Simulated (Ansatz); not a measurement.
# Mg7Ir, from a guessed structure to a relaxed one

This structure for Mg7Ir is made up. Its elements were placed in a known structure type with a cell scaled to their sizes. What cell does the guess relax to, and how far off was it?

Method: DFT, r2SCAN, plane-wave PAW, files of the set soft_1, scalar-relativistic, no spin, cell and ions relaxed at zero pressure; PAW set soft_1, in the first sound run; inputs show where later runs differ, in Ansatz 0.2.0.

### 1. Set-up

It takes space group P-6m2 (No. 187, hexagonal). The conventional cell has a = 6.219 Å, b = 6.219 Å, c = 4.943 Å, α = 90.00°, β = 90.00°, γ = 120.00°. Nearest to Ir lie 12 Mg at 3.07 to 3.11 Å. Nearest to Mg lie 12 Mg at 3.09 to 3.11 Å. Mg has 10 Mg at 3.03 to 3.16 Å and 2 Ir at 3.07 Å nearest. Nearest to Mg lie 10 Mg at 3.01 to 3.21 Å and 2 Ir at 3.11 Å. Farther neighbours are not listed.

### 2. Relaxation of the guess

The guess takes its coordinates from another compound and its volume from a rule, so the cell and any free coordinates are relaxed together.

Contents of input.yaml:

```yaml
crystal:
  lattice:
    - [6.219, 0.0, 0.0]
    - [-3.1095, 5.385811986, 0.0]
    - [0.0, 0.0, 4.943]
  atoms:
    - { symbol: Ir, position: [0.0, 0.0, 0.0] }
    - { symbol: Mg, position: [0.333333333, 0.666666667, 0.5] }
    - { symbol: Mg, position: [0.83085, 0.6617, 0.5] }
    - { symbol: Mg, position: [0.83085, 0.16915, 0.5] }
    - { symbol: Mg, position: [0.3383, 0.16915, 0.5] }
    - { symbol: Mg, position: [0.9897, 0.49485, 0.0] }
    - { symbol: Mg, position: [0.50515, 0.49485, 0.0] }
    - { symbol: Mg, position: [0.50515, 0.0103, 0.0] }
kpoints:
  mp_grid: { grid: [5, 5, 6] }
scf:
  occupations: { method: fermi_dirac, width: 0.05 }
hamiltonian:
  xc: r2scan
  pseudopotentials: { kind: paw, azcp: { folder: soft_1 } }
relax:
  f_tol: 0.015
  max_steps: 70
  cell: {}
output:
  forces: true
  stress: true
```

On the command line:

```bash
> ansatz run input.yaml --threads 4 --pin off --max-ram 10240MiB --backend cpu --events-out ev --progress --plain --runs-dir out
```

Numbers of over 12 decimals in the logs are rounded to 6 here.

Output:

```text
Engine: ansatz 0.2.0, x86_64-unknown-linux-gnu
Pseudopotentials: kind: paw
Pseudopotential: Ir, paw, valence charge 17, recommended cutoff 500 eV (meta_gga), soft_1/Ir.paw.azcp
Pseudopotential: Mg, paw, valence charge 10, recommended cutoff 500 eV (meta_gga), soft_1/Mg.paw.azcp
Functional definition: r2SCAN
  parameter k0 = 0.174
  parameter k1 = 0.065
  parameter a1 = 4.9479
  exchange = r2scan_x(k0 = k0, k1 = k1, a1 = a1)
  correlation = r2scan_c
Crystal: 8 atoms, lattice volume = 165.563 Å³
Basis set: ecut = 500 eV, 4219 PW (Γ), exchange–correlation on 192×192×160 points (64 copies of the dense FFT grid, shifted against one another)
Bands: 53, of which v1, the nominal top of the filled ones, is band 44 counted from 1 (43 counted from 0)
Symmetry: 12 space group operations
Space group: P-6m2 (ITA 187), of the structure as read, at distance tolerance 5.5e-5 Å
k-points: 20 of 150 (time reversal used)
Non-local potential: Ir, projectors of the file, l = 0: 3, l = 1: 2, l = 2: 2, l = 3: 1
Non-local potential: Mg, projectors of the file, l = 0: 3, l = 1: 2, l = 2: 1
PAW form: soft (Blöchl's): semilocal exchange-correlation on the pseudo side does not see the compensation charge
PAW frozen core: Ir, regenerated for the run's functional (the file was generated under x = pbe(κ = 0.804, μ = 0.219515), c = pbe(β = 0.066725))
PAW frozen core: Mg, regenerated for the run's functional (the file was generated under x = pbe(κ = 0.804, μ = 0.219515), c = pbe(β = 0.066725))
PAW one-centre angular grid: Ir, 590 points (default); XC on 160 Gauss nodes
PAW one-centre angular grid: Mg, 302 points (default); XC on 224 Gauss nodes
Initial density: superposition of atomic densities (chi_scale 0.1, normalization cell, long waves kept (reshape's long-wave potential 0.03 eV rms))
Initial wavefunctions: pseudopotential atomic-orbital guess
Functional: x = r2scan, c = r2scan; τ floored in thin density (d = 2e-4 eV/Å³)
SCF iter   1: F=—  HF=-25437.723611 eV  |F-HF|=—  |Δ(HF+E_count)|=         —  Δρ=9.89e-2  dr2=4.12e1  dr2_τ=1.50e0  ethr=3.10e-3  ⟨swp⟩=9.3  Hψ=4411  notcnv=0  defer=6
preconditioner: auto → Kerker (q_TF=auto, 2.451 Å⁻¹)  [metal: Δε(μ)=0.035 eV  Ē_g=5.301 eV  σ=0.050 eV  W_gap=0.17  n_scr=44 (ndim 8)  ℏωp=13.8 eV  f_vac=0.000  D(μ)=7.15/eV (n_scr^D=58)]
SCF iter   2: F=—  HF=-25435.923726 eV  |F-HF|=—  |Δ(HF+E_count)|=    1.80e0  Δρ=5.21e-2  dr2=9.30e0  dr2_τ=3.46e0  ethr=3.10e-3  ⟨swp⟩=3.6  Hψ=2539  notcnv=0  defer=33
SCF iter   3: F=—  HF=-25434.992392 eV  |F-HF|=—  |Δ(HF+E_count)|=   9.31e-1  Δρ=1.59e-2  dr2=7.93e-1  dr2_τ=3.27e-2  ethr=3.10e-3  ⟨swp⟩=2.0  Hψ=1535  notcnv=0  defer=40
SCF iter   4: F=—  HF=-25435.030269 eV  |F-HF|=—  |Δ(HF+E_count)|=   3.79e-2  Δρ=9.53e-3  dr2=3.58e-1  dr2_τ=1.75e-2  ethr=9.11e-4  ⟨swp⟩=2.0  Hψ=1392  notcnv=0  defer=24
automatic band count: iteration 4 solves 52 bands in place of 53: the levels show a gap, and the empty bands left out lie too high to hold charge; the band table lists the bands solved (type scf.n_extra_bands for more)
SCF iter   5: F=—  HF=-25435.011022 eV  |F-HF|=—  |Δ(HF+E_count)|=   1.92e-2  Δρ=3.60e-3  dr2=5.13e-2  dr2_τ=2.53e-4  ethr=4.12e-4  ⟨swp⟩=6.4  Hψ=2300  notcnv=0  defer=35
automatic band count: iteration 5 solves 53 bands in place of 52: the levels no longer show a gap clear of their residuals, so the SCF keeps every band
SCF iter   6: F=—  HF=-25435.006368 eV  |F-HF|=—  |Δ(HF+E_count)|=   4.65e-3  Δρ=1.46e-3  dr2=1.12e-2  dr2_τ=2.49e-4  ethr=5.90e-5  ⟨swp⟩=1.0  Hψ=1220  notcnv=0  defer=40
SCF iter   7: F=—  HF=-25435.005418 eV  |F-HF|=—  |Δ(HF+E_count)|=   9.50e-4  Δρ=5.46e-4  dr2=1.82e-3  dr2_τ=3.87e-5  ethr=1.29e-5  ⟨swp⟩=1.2  Hψ=1028  notcnv=0  defer=40
SCF iter   8: F=—  HF=-25435.005269 eV  |F-HF|=—  |Δ(HF+E_count)|=   1.49e-4  Δρ=2.76e-4  dr2=4.36e-4  dr2_τ=1.37e-5  ethr=2.10e-6  ⟨swp⟩=1.0  Hψ=1020  notcnv=0  defer=40
SCF iter   9: F=—  HF=-25435.005226 eV  |F-HF|=—  |Δ(HF+E_count)|=   4.30e-5  Δρ=5.98e-5  dr2=2.10e-5  dr2_τ=5.95e-7  ethr=5.01e-7  ⟨swp⟩=1.8  Hψ=1056  notcnv=0  defer=40
SCF iter  10: F=—  HF=-25435.005143 eV  |F-HF|=—  |Δ(HF+E_count)|=   8.34e-5  Δρ=5.23e-6  dr2=1.48e-7  dr2_τ=3.21e-9  ethr=2.41e-8  ⟨swp⟩=2.0  Hψ=1135  notcnv=0  defer=40
SCF iter  11: F=-25435.005143 eV  HF=-25435.005143 eV  |F-HF|=2.69e-10  |Δ(HF+E_count)|=   2.04e-9  Δρ=6.43e-7  dr2=1.06e-9  dr2_τ=2.22e-11  ethr=1.15e-10  ⟨swp⟩=4.0  Hψ=3142  notcnv=0
SCF 1 converged in 11 iterations: F = -25435.005143 eV  dr2 = 1.06e-9
  greatest PAW one-centre occupation: 1.000 electrons in one spin orbital (limit 2), on the Mg atom at site 1 (counted from 0), in its partial waves of l = 0
relax step   1: F+E_penalty+E_count = -25435.00514273 eV  Δ(F+E_penalty+E_count) = +0.000e0 eV  max|allowed force component| = 1.125e0 eV/Å  Δτ_max = 0.0000 Å  P = -3.751 GPa  Ω = 165.563 Å³  (11 SCF iters, dr2 threshold 1.00e-7 eV, accepted)
Crystal: 8 atoms, lattice volume = 153.073 Å³
Basis set: ecut = 500 eV, 3845 PW (Γ), exchange–correlation on 192×192×160 points (64 copies of the dense FFT grid, shifted against one another)
Initial density: handed on by an earlier stage of this run
Initial wavefunctions: those handed on with the density
iter 1 solved again at ethr=4.04e-4 eV; its pass at ethr=3.10e-3 eV (dr2=3.52e-1 eV) is discarded
SCF iter   1: F=—  HF=-25434.487892 eV  |F-HF|=—  |Δ(HF+E_count)|=         —  Δρ=9.89e-3  dr2=3.60e-1  dr2_τ=6.97e-1  ethr=4.04e-4  ⟨swp⟩=1.8  Hψ=5018  notcnv=0
preconditioner: auto → Kerker (q_TF=auto, 2.483 Å⁻¹)  [metal: Δε(μ)=0.078 eV  Ē_g=6.013 eV  σ=0.050 eV  W_gap=0.36  n_scr=44 (ndim 8)  ℏωp=14.4 eV  f_vac=0.000  D(μ)=3.04/eV (n_scr^D=20)]
SCF iter   2: F=—  HF=-25435.429610 eV  |F-HF|=—  |Δ(HF+E_count)|=   9.42e-1  Δρ=5.81e-3  dr2=1.72e-1  dr2_τ=2.97e-3  ethr=4.04e-4  ⟨swp⟩=3.0  Hψ=2114  notcnv=0
SCF iter   3: F=—  HF=-25435.397798 eV  |F-HF|=—  |Δ(HF+E_count)|=   3.18e-2  Δρ=3.60e-3  dr2=4.68e-2  dr2_τ=6.34e-3  ethr=1.98e-4  ⟨swp⟩=2.4  Hψ=1336  notcnv=0
SCF iter   4: F=—  HF=-25435.388610 eV  |F-HF|=—  |Δ(HF+E_count)|=   9.19e-3  Δρ=1.34e-3  dr2=3.32e-3  dr2_τ=2.98e-4  ethr=5.38e-5  ⟨swp⟩=2.0  Hψ=1483  notcnv=0  defer=20
SCF iter   5: F=—  HF=-25435.388606 eV  |F-HF|=—  |Δ(HF+E_count)|=   3.77e-6  Δρ=5.14e-4  dr2=3.22e-4  dr2_τ=2.13e-5  ethr=3.82e-6  ⟨swp⟩=1.9  Hψ=1192  notcnv=0  defer=20
SCF iter   6: F=—  HF=-25435.388541 eV  |F-HF|=—  |Δ(HF+E_count)|=   6.47e-5  Δρ=8.22e-5  dr2=1.29e-5  dr2_τ=5.54e-7  ethr=3.70e-7  ⟨swp⟩=2.0  Hψ=1269  notcnv=0  defer=20
SCF iter   7: F=—  HF=-25435.388544 eV  |F-HF|=—  |Δ(HF+E_count)|=   2.97e-6  Δρ=2.92e-5  dr2=1.81e-6  dr2_τ=2.06e-8  ethr=1.48e-8  ⟨swp⟩=2.0  Hψ=1802  notcnv=0  defer=20
SCF iter   8: F=-25435.388544 eV  HF=-25435.388544 eV  |F-HF|=3.94e-8  |Δ(HF+E_count)|=   2.07e-7  Δρ=6.72e-6  dr2=1.11e-7  dr2_τ=2.08e-9  ethr=9.20e-10  ⟨swp⟩=4.0  Hψ=3297  notcnv=0
SCF 2 converged in 8 iterations: F = -25435.388544 eV  dr2 = 1.11e-7
relax step   2: F+E_penalty+E_count = -25435.38854387 eV  Δ(F+E_penalty+E_count) = -3.834e-1 eV  max|allowed force component| = 5.897e-1 eV/Å  Δτ_max = 0.1950 Å  P = +0.957 GPa  Ω = 153.073 Å³  energy of the carried Pulay correction = +2.385e-3 eV  (8 SCF iters, dr2 threshold 8.00e-7 eV, accepted)
Crystal: 8 atoms, lattice volume = 154.657 Å³
Basis set: ecut = 500 eV, 3941 PW (Γ), exchange–correlation on 192×192×160 points (64 copies of the dense FFT grid, shifted against one another)
iter 1 solved again at ethr=6.79e-5 eV; its pass at ethr=3.10e-3 eV (dr2=5.91e-2 eV) is discarded
SCF iter   1: F=—  HF=-25435.361540 eV  |F-HF|=—  |Δ(HF+E_count)|=         —  Δρ=3.37e-3  dr2=5.87e-2  dr2_τ=7.97e-2  ethr=6.79e-5  ⟨swp⟩=2.8  Hψ=4886  notcnv=0
preconditioner: auto → Kerker (q_TF=auto, 2.479 Å⁻¹)  [metal: Δε(μ)=0.020 eV  Ē_g=5.907 eV  σ=0.050 eV  W_gap=0.10  n_scr=44 (ndim 8)  ℏωp=14.3 eV  f_vac=0.000  D(μ)=4.01/eV (n_scr^D=26)]
SCF iter   2: F=—  HF=-25435.456230 eV  |F-HF|=—  |Δ(HF+E_count)|=   9.47e-2  Δρ=2.04e-3  dr2=2.27e-2  dr2_τ=8.04e-5  ethr=6.75e-5  ⟨swp⟩=2.0  Hψ=2021  notcnv=0
SCF iter   3: F=—  HF=-25435.451012 eV  |F-HF|=—  |Δ(HF+E_count)|=   5.22e-3  Δρ=6.28e-4  dr2=1.53e-3  dr2_τ=7.02e-5  ethr=2.61e-5  ⟨swp⟩=2.0  Hψ=1233  notcnv=0
SCF iter   4: F=—  HF=-25435.450808 eV  |F-HF|=—  |Δ(HF+E_count)|=   2.03e-4  Δρ=3.73e-4  dr2=3.38e-4  dr2_τ=1.94e-5  ethr=1.75e-6  ⟨swp⟩=2.0  Hψ=1259  notcnv=0
SCF iter   5: F=—  HF=-25435.450711 eV  |F-HF|=—  |Δ(HF+E_count)|=   9.76e-5  Δρ=2.26e-4  dr2=9.32e-5  dr2_τ=1.01e-5  ethr=3.88e-7  ⟨swp⟩=2.0  Hψ=1190  notcnv=0
SCF iter   6: F=—  HF=-25435.450706 eV  |F-HF|=—  |Δ(HF+E_count)|=   4.43e-6  Δρ=3.80e-5  dr2=3.06e-6  dr2_τ=8.67e-8  ethr=1.07e-7  ⟨swp⟩=2.0  Hψ=1262  notcnv=0
SCF iter   7: F=-25435.450707 eV  HF=-25435.450707 eV  |F-HF|=1.67e-7  |Δ(HF+E_count)|=   6.37e-7  Δρ=1.42e-5  dr2=5.49e-7  dr2_τ=1.11e-8  ethr=9.20e-10  ⟨swp⟩=4.0  Hψ=3478  notcnv=0
SCF 3 converged in 7 iterations: F = -25435.450707 eV  dr2 = 5.49e-7
relax step   3: F+E_penalty+E_count = -25435.45070684 eV  Δ(F+E_penalty+E_count) = -6.216e-2 eV  max|allowed force component| = 1.677e-1 eV/Å  Δτ_max = 0.0619 Å  P = -0.058 GPa  Ω = 154.657 Å³  energy of the carried Pulay correction = +2.065e-3 eV  (7 SCF iters, dr2 threshold 8.00e-7 eV, accepted)
Crystal: 8 atoms, lattice volume = 154.748 Å³
iter 1 solved again at ethr=3.60e-6 eV; its pass at ethr=3.10e-3 eV (dr2=3.13e-3 eV) is discarded
SCF iter   1: F=—  HF=-25435.452708 eV  |F-HF|=—  |Δ(HF+E_count)|=         —  Δρ=7.36e-4  dr2=2.99e-3  dr2_τ=3.79e-3  ethr=3.60e-6  ⟨swp⟩=2.8  Hψ=4683  notcnv=0
preconditioner: auto → Kerker (q_TF=auto, 2.479 Å⁻¹)  [metal: Δε(μ)=0.071 eV  Ē_g=5.926 eV  σ=0.050 eV  W_gap=0.31  n_scr=44 (ndim 8)  ℏωp=14.3 eV  f_vac=0.000  D(μ)=3.30/eV (n_scr^D=20)]
SCF iter   2: F=—  HF=-25435.457225 eV  |F-HF|=—  |Δ(HF+E_count)|=   4.52e-3  Δρ=4.62e-4  dr2=1.03e-3  dr2_τ=1.92e-5  ethr=3.44e-6  ⟨swp⟩=2.0  Hψ=1962  notcnv=0
SCF iter   3: F=—  HF=-25435.457044 eV  |F-HF|=—  |Δ(HF+E_count)|=   1.81e-4  Δρ=3.60e-4  dr2=6.07e-4  dr2_τ=6.70e-5  ethr=1.18e-6  ⟨swp⟩=2.0  Hψ=1259  notcnv=0
SCF iter   4: F=—  HF=-25435.456888 eV  |F-HF|=—  |Δ(HF+E_count)|=   1.57e-4  Δρ=9.11e-5  dr2=1.76e-5  dr2_τ=1.00e-6  ethr=6.97e-7  ⟨swp⟩=1.9  Hψ=1155  notcnv=0
SCF iter   5: F=—  HF=-25435.456886 eV  |F-HF|=—  |Δ(HF+E_count)|=   1.93e-6  Δρ=5.40e-5  dr2=3.49e-6  dr2_τ=9.89e-8  ethr=2.02e-8  ⟨swp⟩=2.0  Hψ=1240  notcnv=0
SCF iter   6: F=-25435.456886 eV  HF=-25435.456886 eV  |F-HF|=9.74e-9  |Δ(HF+E_count)|=   1.96e-8  Δρ=7.77e-6  dr2=1.04e-7  dr2_τ=3.49e-9  ethr=9.20e-10  ⟨swp⟩=4.1  Hψ=3233  notcnv=0
SCF 4 converged in 6 iterations: F = -25435.456886 eV  dr2 = 1.04e-7
relax step   4: F+E_penalty+E_count = -25435.45688562 eV  Δ(F+E_penalty+E_count) = -6.179e-3 eV  max|allowed force component| = 1.778e-2 eV/Å  Δτ_max = 0.0142 Å  P = -0.046 GPa  Ω = 154.748 Å³  energy of the carried Pulay correction = +2.047e-3 eV  (6 SCF iters, dr2 threshold 8.00e-7 eV, accepted)
Crystal: 8 atoms, lattice volume = 154.640 Å³
iter 1 solved again at ethr=3.78e-8 eV; its pass at ethr=3.10e-3 eV (dr2=3.29e-5 eV) is discarded
SCF iter   1: F=—  HF=-25435.456967 eV  |F-HF|=—  |Δ(HF+E_count)|=         —  Δρ=9.18e-5  dr2=3.23e-5  dr2_τ=6.02e-5  ethr=3.78e-8  ⟨swp⟩=3.0  Hψ=4298  notcnv=0
preconditioner: auto → Kerker (q_TF=auto, 2.479 Å⁻¹)  [metal: Δε(μ)=0.073 eV  Ē_g=5.924 eV  σ=0.050 eV  W_gap=0.32  n_scr=44 (ndim 8)  ℏωp=14.3 eV  f_vac=0.000  D(μ)=3.35/eV (n_scr^D=20)]
SCF iter   2: F=—  HF=-25435.457049 eV  |F-HF|=—  |Δ(HF+E_count)|=   8.15e-5  Δρ=5.11e-5  dr2=1.32e-5  dr2_τ=3.06e-7  ethr=3.71e-8  ⟨swp⟩=2.0  Hψ=1835  notcnv=0
SCF iter   3: F=—  HF=-25435.456969 eV  |F-HF|=—  |Δ(HF+E_count)|=   7.96e-5  Δρ=3.64e-5  dr2=4.40e-6  dr2_τ=6.77e-7  ethr=1.52e-8  ⟨swp⟩=2.0  Hψ=1157  notcnv=0
SCF iter   4: F=—  HF=-25435.456969 eV  |F-HF|=—  |Δ(HF+E_count)|=   7.98e-7  Δρ=9.67e-6  dr2=2.99e-7  dr2_τ=6.30e-9  ethr=5.05e-9  ⟨swp⟩=2.0  Hψ=1250  notcnv=0
SCF iter   5: F=—  HF=-25435.456968 eV  |F-HF|=—  |Δ(HF+E_count)|=   4.21e-8  Δρ=4.79e-6  dr2=2.42e-8  dr2_τ=1.21e-9  ethr=3.44e-10  ⟨swp⟩=2.0  Hψ=1253  notcnv=0
SCF iter   6: F=-25435.456968 eV  HF=-25435.456968 eV  |F-HF|=1.46e-10  |Δ(HF+E_count)|=   3.66e-9  Δρ=7.82e-7  dr2=1.07e-9  dr2_τ=3.93e-11  ethr=2.27e-11  ⟨swp⟩=4.0  Hψ=3132  notcnv=0
SCF 5 converged in 6 iterations: F = -25435.456968 eV  dr2 = 1.07e-9
relax step   5: F+E_penalty+E_count = -25435.45696847 eV  Δ(F+E_penalty+E_count) = -8.285e-5 eV  max|allowed force component| = 1.442e-3 eV/Å  Δτ_max = 0.0019 Å  P = +0.006 GPa  Ω = 154.640 Å³  energy of the carried Pulay correction = +2.068e-3 eV  (6 SCF iters, dr2 threshold 1.98e-8 eV, accepted)
Basis set: ecut = 500 eV, 3941 PW (Γ), exchange–correlation on 180×180×144 points (64 copies of the dense FFT grid, shifted against one another)
Initial wavefunctions: pseudopotential atomic-orbital guess (no wavefunctions were taken with the density)
iter 1 solved again at ethr=1.39e-8 eV; its pass at ethr=3.10e-3 eV (dr2=1.21e-5 eV) is discarded
SCF iter   1: F=—  HF=-25435.454746 eV  |F-HF|=—  |Δ(HF+E_count)|=         —  Δρ=5.26e-5  dr2=4.39e-7  dr2_τ=6.60e-6  ethr=1.39e-8  ⟨swp⟩=3.6  Hψ=7545  notcnv=0
preconditioner: auto → Kerker (q_TF=auto, 2.479 Å⁻¹)  [metal: Δε(μ)=0.073 eV  Ē_g=5.924 eV  σ=0.050 eV  W_gap=0.32  n_scr=44 (ndim 8)  ℏωp=14.3 eV  f_vac=0.000  D(μ)=3.36/eV (n_scr^D=20)]
SCF iter   2: F=—  HF=-25435.454714 eV  |F-HF|=—  |Δ(HF+E_count)|=   3.20e-5  Δρ=2.73e-5  dr2=1.33e-7  dr2_τ=6.39e-8  ethr=5.04e-10  ⟨swp⟩=2.0  Hψ=1938  notcnv=0
SCF iter   3: F=—  HF=-25435.454715 eV  |F-HF|=—  |Δ(HF+E_count)|=   3.69e-7  Δρ=6.05e-6  dr2=1.19e-8  dr2_τ=3.01e-9  ethr=1.53e-10  ⟨swp⟩=2.0  Hψ=1708  notcnv=0
SCF iter   4: F=—  HF=-25435.454715 eV  |F-HF|=—  |Δ(HF+E_count)|=   2.12e-8  Δρ=1.49e-6  dr2=6.70e-9  dr2_τ=7.87e-10  ethr=1.37e-11  ⟨swp⟩=2.0  Hψ=1297  notcnv=0
SCF iter   5: F=—  HF=-25435.454715 eV  |F-HF|=—  |Δ(HF+E_count)|=  7.64e-10  Δρ=5.16e-7  dr2=1.89e-10  dr2_τ=3.31e-11  ethr=7.71e-12  ⟨swp⟩=2.0  Hψ=1177  notcnv=0
SCF iter   6: F=-25435.454715 eV  HF=-25435.454715 eV  |F-HF|=1.09e-11  |Δ(HF+E_count)|=  2.04e-10  Δρ=9.75e-8  dr2=1.64e-11  dr2_τ=2.76e-12  ethr=1.00e-12  ⟨swp⟩=4.0  Hψ=3139  notcnv=0
SCF 6 converged in 6 iterations: F = -25435.454715 eV  dr2 = 1.64e-11
relax step   6: F+E_penalty+E_count = -25435.45471464 eV  Δ(F+E_penalty+E_count) = +2.254e-3 eV  max|allowed force component| = 1.478e-3 eV/Å  Δτ_max = 0.0000 Å  P = +0.012 GPa  Ω = 154.640 Å³  stress off target by 1.57e-2 GPa  SCF on the basis re-selected at this cell (its energy is not comparable with the rows above)  (6 SCF iters)
basis re-selected at this cell: Δ(F+E_penalty+E_count) = +2.254e-3 eV, ΔP = +0.006 GPa vs the last step (what re-selecting the basis moved, of the pressure what is left beyond the Pulay correction that the steps carried, after the strain that the cell walked since its last selection, with what the two solves' SCF thresholds leave and, on support functions, any second-order correction that the steps lacked; it is no measure of the basis error at this ecutwfc). The dense FFT grid was sized anew with the basis: this SCF ran on 45×45×36 points, the steps before it on 48×48×40, so part of this shift can come from that change (see relax.cell in the input reference). [rest of the remark cut]
SCF converged after 6 iterations
Free energy (F): -25435.454715 eV
Harris-Foulkes:  -25435.454715 eV  (|F-HF|=1.09e-11)
Internal energy: -25435.425229 eV  (E = F + TS)
E sigma→0 (E₀):  -25435.439972 eV
Entropy (-TS):   -0.029486 eV (-3.686 meV/atom)
Fermi energy:    8.015414 eV
--- Per-component energies (eV) ---
  E_band       = -2775.076364
  E_kinetic    = 1025.816826
  E_local      = -13402.791665  (includes V_loc(G=0)·N_el)
  E_nonlocal   = 1560.945100
  E_hartree    = 4619.614782
  E_xc         = -387.714170
  E_vxc        = -528.754513  (∫ρ·V_xc dr)
  E_paw        = -11423.871507  (= ΣΔE_a)
  E_vpaw       = -703.193301  (= ΣTr[D̂ρ^β])
  E_aug_tail   = 0.000089  (compensation charges beyond the density's cutoff)
  E_vtau       = 33.671422  (kinetic-family band-sum trace: ∫τ·v_τ [+ j·A + Jᵃ·Aᵃ] dr)
  E_ewald      = -7426.924187
  E_core_change = -0.500497  (= ΣΔE_core)
  E_smearing   = -0.029486  (= −TS)
  E_closure    = 0.000000  (closes the sum)
  Σ components = -25435.454715   (vs F -25435.454715, Δ=0.00e0)
--- Forces (eV/Å), atoms counted from 1 ---
  atom   1  Ir    -0.00000000     0.00000000     0.00000000
  atom   2  Mg     0.00000000    -0.00000000     0.00000000
  atom   3  Mg     0.00000000    -0.00147756     0.00000000
  atom   4  Mg    -0.00127960     0.00073878     0.00000000
  atom   5  Mg     0.00127960     0.00073878     0.00000000
  atom   6  Mg     0.00000167     0.00000097     0.00000000
  atom   7  Mg    -0.00000167     0.00000097     0.00000000
  atom   8  Mg     0.00000000    -0.00000193     0.00000000
  max |Σ_I F_I| component: 4.59e-18 eV/Å
--- Stress (GPa, compression-positive) ---
        0.010343       0.000000       0.000000
        0.000000       0.010343       0.000000
        0.000000       0.000000       0.015700
  P = ⅓ Tr σ = 0.0121 GPa (0.121 kbar)
--- Relaxed structure (5 steps of the walk, 5 accepted, 1 SCFs on fresh bases) ---
  F+E_penalty+E_count = -25435.45471464 eV   max|allowed force component| = 1.478e-3 eV/Å   (the final SCF, on the basis selected at the relaxed cell)
  cell:  # Å, volume = 154.6401 Å³
    - [6.087532, 0.0, 0.0]
    - [-3.043766, 5.271957, 0.0]
    - [0.0, 0.0, 4.818469]
  atoms:
    - { symbol: Ir, position: [-6.998907203179193e-19, -6.863818693610798e-18, 0.0] }
    - { symbol: Mg, position: [0.333333, 0.666667, 0.500000] }
    - { symbol: Mg, position: [0.844699, 0.689398, 0.500000] }
    - { symbol: Mg, position: [0.844699, 0.155301, 0.500000] }
    - { symbol: Mg, position: [0.310602, 0.155301, 0.500000] }
    - { symbol: Mg, position: [0.999743, 0.499872, 0.0] }
    - { symbol: Mg, position: [0.500128, 0.499872, 0.0] }
    - { symbol: Mg, position: [0.500128, 0.000256527, 0.0] }
```

Elapsed: 33 s, on 4 threads of Intel Xeon Platinum 8488C (Sapphire Rapids), shared host; peak memory 1 GiB; 1.7 min of CPU time.

The steps of the relaxation:

| step | energy less that of the first step (eV) | largest force component (eV/Å) | pressure (GPa) | volume (Å³) |
| --- | --- | --- | --- | --- |
| 1 | 0.0000 | 1.1255 | -3.75 | 165.56 |
| 2 | -0.3834 | 0.5897 | 0.96 | 153.07 |
| 3 | -0.4456 | 0.1677 | -0.06 | 154.66 |
| 4 | -0.4517 | 0.0178 | -0.05 | 154.75 |
| 5 | -0.4518 | 0.0014 | 0.01 | 154.64 |
| 6* | -0.4496 | 0.0015 | 0.01 | 154.64 |

Relaxation steps marked * repeat the geometry before them on a plane-wave basis chosen anew for their cell, so energy and pressure can jump there.

Forces are held to the 12 operations that the run works with; a distortion that breaks them can't arise in this run.

| conventional cell, symmetrised | before | after | change |
| --- | --- | --- | --- |
| a (Å) | 6.219 | 6.088 | -2.1 % |
| b (Å) | 6.219 | 6.088 | -2.1 % |
| c (Å) | 4.943 | 4.818 | -2.5 % |
| volume (Å³/atom) | 20.70 | 19.33 | -6.6 % |

The atoms that moved most (Å, as changes of fractional coordinates times the final cell):

| atom | dx | dy | dz | length |
| --- | --- | --- | --- | --- |
| Mg4 | 0.126 | -0.073 | 0.000 | 0.146 |
| Mg3 | 0.000 | 0.146 | 0.000 | 0.146 |
| Mg5 | -0.126 | -0.073 | 0.000 | 0.146 |
| Mg6 | 0.046 | 0.026 | 0.000 | 0.053 |
| Mg8 | 0.000 | -0.053 | 0.000 | 0.053 |
| Mg7 | -0.046 | 0.026 | 0.000 | 0.053 |

This step gave:

| Quantity | Value |
| --- | --- |
| free energy | -25435.4547 eV |
| energy at zero smearing | -25435.4400 eV |
| smearing term TS | 0.02949 eV |
| Fermi energy | 8.015 eV |
| electrons | 87 |
| symmetry operations | 12 |
| pressure | 0.01213 GPa |

The shortest distance of each pair, which need not be the same contact before and after:

| pair | guess (Å) | relaxed (Å) |
| --- | --- | --- |
| Mg–Mg | 3.013 | 2.836 |
| Ir–Mg | 3.071 | 2.913 |
| Ir–Ir | 4.943 | 4.818 |

The relaxation ends with a largest force component of 0.0015 eV/Å and a pressure of 0.01 GPa.

[end of part 1 of 2]

[Logs are printed without paths, hosts, clocks, repeated set-up lines and the standing remarks that a program may print on its own settings, such as how far it seeks lower states.]

[Hosts, paths, dates, database ids (printed as entryN), source tags and the programs' standing remarks are cut or masked in the printed files.]
